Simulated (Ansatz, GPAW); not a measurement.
# A 7-layer slab of Ru(0001): work function by functional and basis, part 3 of 3

Wanted: work functions and dipole of a 7-layer slab of Ru(0001), with the cost of each level.

GPAW 26.7.0 and Ansatz 0.2.0; Ansatz plane waves; slab in vacuum with a dipole correction, relaxation (the session's first sound run).

So far, upper work function (eV): step 2 (relaxing the atoms, PBE) 5.02; step 7 (self-consistent run: xc = "revPBE") 4.86; step 8 (self-consistent run: xc = "vdW-DF2", GPAW, PAW setups, GPAW) 5.30; step 9 (real-space grid: mode = "fd", PBE, GPAW) 5.00; step 10 (atomic orbitals: mode = "lcao", PBE, GPAW) 5.02.

### Step 12. A second plane-wave code

A second program with its own datasets checks the number independently.

This step: Ansatz plane waves; slab in vacuum with a dipole correction (Ansatz 0.2.0).

File input.yaml:

```yaml
crystal:
  lattice:
    - [2.7, 0.0, 0.0]
    - [1.35, 2.3382685902, 0.0]
    - [0.0, 0.0, 28.8304]
  atoms:
    - { symbol: Ru, position: [0.0, 0.0, 0.2774848771] }
    - { symbol: Ru, position: [0.6666666667, 0.6666666667, 0.3516565847] }
    - { symbol: Ru, position: [0.0, 0.0, 0.4258282924] }
    - { symbol: Ru, position: [0.6666666667, 0.6666666667, 0.5009234062] }
    - { symbol: Ru, position: [0.0, 0.0, 0.5760492934] }
    - { symbol: Ru, position: [0.6666666667, 0.6666666667, 0.6508063826] }
    - { symbol: Ru, position: [0.0, 0.0, 0.7227652612] }
kpoints:
  mp_grid: { grid: [13, 13, 1] }
hamiltonian:
  xc: pbe
scf:
  occupations: { method: fermi_dirac, width: 0.1 }
efield:
  axis: 3
  dipole_correction: true
  ramp_width: 0.05
output:
  forces: true
  write_potential: true
  write_density: true
  volumetric_format: npy
```

Started as:

```
ansatz run input.yaml --threads 4 --pin off --max-ram 8192MiB --backend cpu --events-out ev --progress --plain --runs-dir out
```

Numbers of over 12 decimals in the logs are rounded to 6 here.

What it wrote:

```text
[...]
Crystal: 7 atoms, lattice volume = 182.016 Å³
Basis set: ecut = 420 eV, 3607 PW (Γ), exchange–correlation on 40×40×400 points (8 copies of the dense FFT grid, shifted against one another)
Bands: 68, of which v1, the nominal top of the filled ones, is band 56 counted from 1 (55 counted from 0)
Symmetry: 6 space group operations
[...]
k-points: 21 of 169 (time reversal used)
[...]
SCF iter   1: F=—  HF=-41148.866007 eV  |F-HF|=—  |Δ(HF+E_count)|=         —  Δρ=1.20e-2  dr2=4.19e0  ethr=1.77e-3  p=0.005 e·Å  D=4.82e-3 V/Å  ΔV_dip=-0.14 eV  dr2_dipole=1.21e-2  V_vac-E_F(+/−)=4.50/4.64 eV  ⟨swp⟩=7.4  Hψ=5873  notcnv=0  defer=2
[...]
SCF iter   8: F=-41148.825576 eV  HF=-41148.825576 eV  |F-HF|=1.87e-7  |Δ(HF+E_count)|=   3.26e-7  Δρ=6.04e-6  dr2=5.48e-8  ethr=8.93e-11  p=0.002 e·Å  D=1.80e-3 V/Å  ΔV_dip=-0.05 eV  dr2_dipole=6.60e-10  V_vac-E_F(+/−)=5.02/5.07 eV  ⟨swp⟩=14.0  Hψ=13536  notcnv=0
SCF 1 converged in 8 iterations: F = -41148.825576 eV  dr2 = 5.48e-8
[...]
SCF converged after 8 iterations
Free energy (F): -41148.825576 eV
[...]
Internal energy: -41148.577819 eV  (E = F + TS)
E sigma→0 (E₀):  -41148.701697 eV
Entropy (-TS):   -0.247757 eV (-35.394 meV/atom)
Fermi energy:    9.932040 eV
Dipole field:    D = 0.001761 V/Å  (p = 0.001772 e·Å, saw-weighted, corrected)
Work function:   Φ+ = 5.0219 eV   Φ− = 5.0727 eV
[...]
--- Forces (eV/Å), atoms counted from 1 ---
  atom   1  Ru     0.00000000    -0.00000000     0.54599904
  atom   2  Ru    -0.00000000    -0.00000000    -0.58861271
  atom   3  Ru    -0.00000000     0.00000000     0.04056386
  atom   4  Ru    -0.00000000    -0.00000000     0.01010228
  atom   5  Ru     0.00000000     0.00000000    -0.01169934
  atom   6  Ru    -0.00000000    -0.00000000    -0.00334759
  atom   7  Ru    -0.00000000    -0.00000000     0.00701721
  max |Σ_I F_I| component: 2.27e-5 eV/Å
--- Band table (eV; the first three rows and the last of 21) ---
  k-point 0: bands = [... 52 lower, 7.9974, 8.2340, 8.8279, 8.8279, 9.3009, 9.3009, 9.4322, 9.9420, ... 8 higher]
  k-point 1: bands = [... 52 lower, 8.1535, 8.2422, 8.6548, 8.7480, 9.0653, 9.2082, 9.2432, 9.7649, ... 8 higher]
  k-point 2: bands = [... 52 lower, 8.1965, 8.2511, 8.5895, 8.6475, 8.7852, 8.7887, 9.2172, 9.2624, ... 8 higher]
  k-point 20: bands = [... 52 lower, 8.7868, 9.3587, 10.2280, 10.4948, 10.5342, 10.7616, 10.9832, 11.0162, ... 8 higher]
```

It took 7.8 s on 4 threads of Arm Neoverse V2, shared host; peak memory 0.64 GiB.

Numbers from this step:

* upper work function: 5.022 eV
* lower work function: 5.073 eV
* dipole along the normal: 0.001772 e·Å
* dipole field: 0.001761 V/Å
* vacuum level below: 15.00 eV

The electrostatic potential energy of an electron (with the applied field's), less the Fermi level, planar mean oscillates, so the rows of the table below give means over windows of 2.16 Å about each position, cut where the curve ends. Its maxima inside the range that stand out by 2 % of the span (Å: eV): 9.1: -1.84, 11.2: -2.06, 13.4: -1.77, 15.6: -1.75, 17.7: -1.94, 19.7: -2.70. Its minima: 8.1: -28.2, 10.1: -28.7, 12.3: -28.7, 14.4: -28.7, 16.6: -28.7, 18.7: -28.9, 20.9: -28.3.

Electrostatic potential energy of an electron (with the applied field's), less the Fermi level, planar mean against z; means over each step:

```tsv
z (Å)	electrostatic potential energy of an electron (with the applied field's), less the Fermi level, planar mean (eV)
1.08	5.07
3.24	5.07
5.40	4.82
7.56	-12.7
9.72	-14.8
11.88	-14.8
14.04	-14.6
16.20	-14.6
18.36	-14.8
20.52	-14.8
22.68	3.23
24.84	5.01
27.00	5.02
```

The valence density, planar mean oscillates, so the rows of the table below give means over windows of 2.16 Å about each position, cut where the curve ends. Its maxima inside the range that stand out by 2 % of the span (Å: e/Å³): 8.1: 2.18, 10.1: 2.21, 12.3: 2.21, 14.4: 2.20, 16.6: 2.21, 18.7: 2.22, 20.9: 2.19. Its minima: 9.1: 0.375, 11.2: 0.375, 13.4: 0.361, 15.6: 0.360, 17.7: 0.367, 19.7: 0.414.

Table of valence density, planar mean by z; means over each step:

```tsv
z (Å)	valence density, planar mean (e/Å³)
3.24	3.8e-5
5.40	0.00891
7.56	1.06
9.72	1.18
11.88	1.18
14.04	1.17
16.20	1.17
18.36	1.18
20.52	1.19
22.68	0.0705
24.84	2.7e-4
27.00	0
```

Force by atom:

```tsv
atom	x (eV/Å)	y (eV/Å)	z (eV/Å)	size
Ru1	0.000	0.000	0.546	0.546
Ru2	0.000	0.000	-0.589	0.589
Ru3	0.000	0.000	0.041	0.041
Ru4	0.000	0.000	0.010	0.010
Ru5	0.000	0.000	-0.012	0.012
Ru6	0.000	0.000	-0.003	0.003
Ru7	0.000	0.000	0.007	0.007
```

The upper face's work function is 5.022 eV, against 5.006 eV in the first plane-wave PBE run at this geometry.

### Step 13. Side by side

Results and costs are gathered.

This step: comparison of work functions, dipole and cost (GPAW 26.7.0).

Ladder, by row:

```tsv
step	code	work function, upper (eV)	work function, lower (eV)	dipole (e Å)	wall time (s)	peak memory (GiB)	threads
pw	GPAW	5.006	5.056	0.001829	491.5	0.3	1
optPBE-vdW	GPAW	5.179	5.229	0.00181	664.3	0.43	1
LDA	GPAW	5.367	5.417	0.00184	609.5	0.3	1
RPBE	GPAW	4.836	4.888	0.001899	655.5	0.3	1
revPBE	GPAW	4.861	4.912	0.001857	633.6	0.3	1
vdW-DF2	GPAW	5.303	5.346	0.001567	655.1	0.43	1
fd	GPAW	5.003	5.057	0.001802	2298	1.1	1
lcao	GPAW	5.02	5.074	0.001813	3625	0.5	1
ansatz	Ansatz	5.022	5.073	0.001772	7.85	0.635	4
```

### Step 14. A changed run

One more run, with changed settings.

This step: GPAW, PAW setups; slab in vacuum (GPAW 26.7.0).

File run.py:

```python
import json
import numpy as np
from ase import Atoms
from gpaw import GPAW, PW

slab = Atoms(
    ['Ru', 'Ru', 'Ru', 'Ru', 'Ru', 'Ru', 'Ru'],
    positions=[
        [0.00000, 0.00000, 8.00000],
        [2.70000, 1.55885, 10.13840],
        [0.00000, 0.00000, 12.27680],
        [2.70000, 1.55885, 14.44182],
        [0.00000, 0.00000, 16.60773],
        [2.70000, 1.55885, 18.76301],
        [0.00000, 0.00000, 20.83761]],
    cell=[[2.7, 0.0, 0.0], [1.35, 2.33827, 0.0], [0.0, 0.0, 28.8304]],
    pbc=[True, True, False])

slab.calc = GPAW(mode=PW(400), xc='PBE', kpts={'size': (13, 13, 1), 'gamma': True},
                 occupations={'name': 'fermi-dirac', 'width': 2.0}, nbands='160%',
                 convergence={'density': 1e-05}, maxiter=75,
                 poissonsolver={'dipolelayer': 'xy'},
                 symmetry={'tolerance': 1e-3}, txt='slab.txt')
result = {}
energy = slab.get_potential_energy()
fermi = slab.calc.get_fermi_level()
v = slab.calc.get_electrostatic_potential().mean((0, 1)) - fermi
n = slab.calc.get_pseudo_density().mean((0, 1))
L = slab.cell[2, 2]
z = np.arange(len(v)) * L / len(v)
low, high = slab.positions[:, 2].min(), slab.positions[:, 2].max()
below, above = np.interp([low - 5.8, high + 5.8], z, v)
slopes = [np.interp(x, z, np.gradient(v, z)) for x in (low - 5.8, high + 5.8)]
eps = np.array([[slab.calc.get_eigenvalues(k, s) for k in range(len(slab.calc.get_ibz_k_points()))]
                for s in range(slab.calc.get_number_of_spins())]) - fermi
top, bottom = eps[eps < 0].max(), eps[eps > 0].min()
dipole = slab.get_dipole_moment()[2]
print(f'energy {energy:.4f} eV, Fermi level {fermi:.4f} eV, dipole {dipole:.5f} e A')
print(f'potential 5.8 A off the faces, from the Fermi level: lower {below:.4f} eV, upper {above:.4f} eV')
print(f'slope of the potential there: lower {slopes[0]:.5f}, upper {slopes[1]:.5f} eV/A')
print(f'nearest levels on the mesh: {top:.4f} and {bottom:.4f} eV')
print('magnetic moment', round(slab.get_magnetic_moment(), 3))
result.update(energy=energy, fermi=fermi, dipole=dipole, below=below, above=above, slopes=slopes, edges=[top, bottom],
              z=z.tolist(), v=v.tolist(), n=n.tolist(), positions=slab.positions.tolist(),
              forces=slab.get_forces(apply_constraint=False).tolist(), moments=slab.get_magnetic_moments().tolist())
json.dump(result, open('result.json', 'w'))
```

Started as:

```
OMP_NUM_THREADS=1 OPENBLAS_NUM_THREADS=1 python run.py
```

What it wrote:

```text
energy -70.2728 eV, Fermi level 3.9961 eV, dipole 0.00044 e A
potential 5.8 A off the faces, from the Fermi level: lower 8.1374 eV, upper 8.1283 eV
slope of the potential there: lower -0.24555, upper 0.24512 eV/A
nearest levels on the mesh: -0.0100 and 0.0065 eV
magnetic moment 0.0
```

It took 5.8 min on 1 thread; peak memory 0.3 GiB.

The run finished. A setting was moved off its sound value on purpose, so it serves as a test and not as the result.

The fault put into the input: a smearing of electronvolts (width = 2.0).

### Step 15. Outcome

| Item | Value |
| --- | --- |
| work function, upper and lower face | 5.006 and 5.056 eV |
| dipole along the normal | 0.00183 e Å |

With plane waves and PBE the work function is 5.01 eV on the upper face and 5.06 eV on the lower. The two faces differ by 0.050 eV, the step that the slab's dipole makes (e p/(ε0 A) gives 0.052 eV), so the dipole layer is needed. The lowest atoms were held at bulk positions, which alone makes the faces unlike. The measured value for polycrystalline Ru, which weights the faces of low work function, is 4.7 eV (as compiled in "Anisotropic work function of elemental crystals", 2019, arxiv:1902.07811); the relaxed upper face lies 0.31 eV over it with PBE, and RPBE comes nearest (4.84 eV). Measured work functions scatter by a tenth of an eV or more between methods. Over the sound runs of the table the upper face's work function spans 4.836 (RPBE) to 5.367 eV (LDA). The two plane-wave codes differ by 0.016 eV on the upper face. The small printed dipole stands for a step of -52 meV from the lower to the upper face, and the probes find -50 meV; values this small are near the numerical noise of both. The in-plane lattice was kept as typed, which isn't the functional's own and leaves some strain; spin-orbit coupling and temperature are left out.

[Logs are printed without paths, hosts, clocks, repeated set-up lines and the standing remarks that a program may print on its own settings, such as how far it seeks lower states.]

[Hosts, paths, dates, database ids (printed as entryN), source tags and the programs' standing remarks are cut or masked in the printed files.]
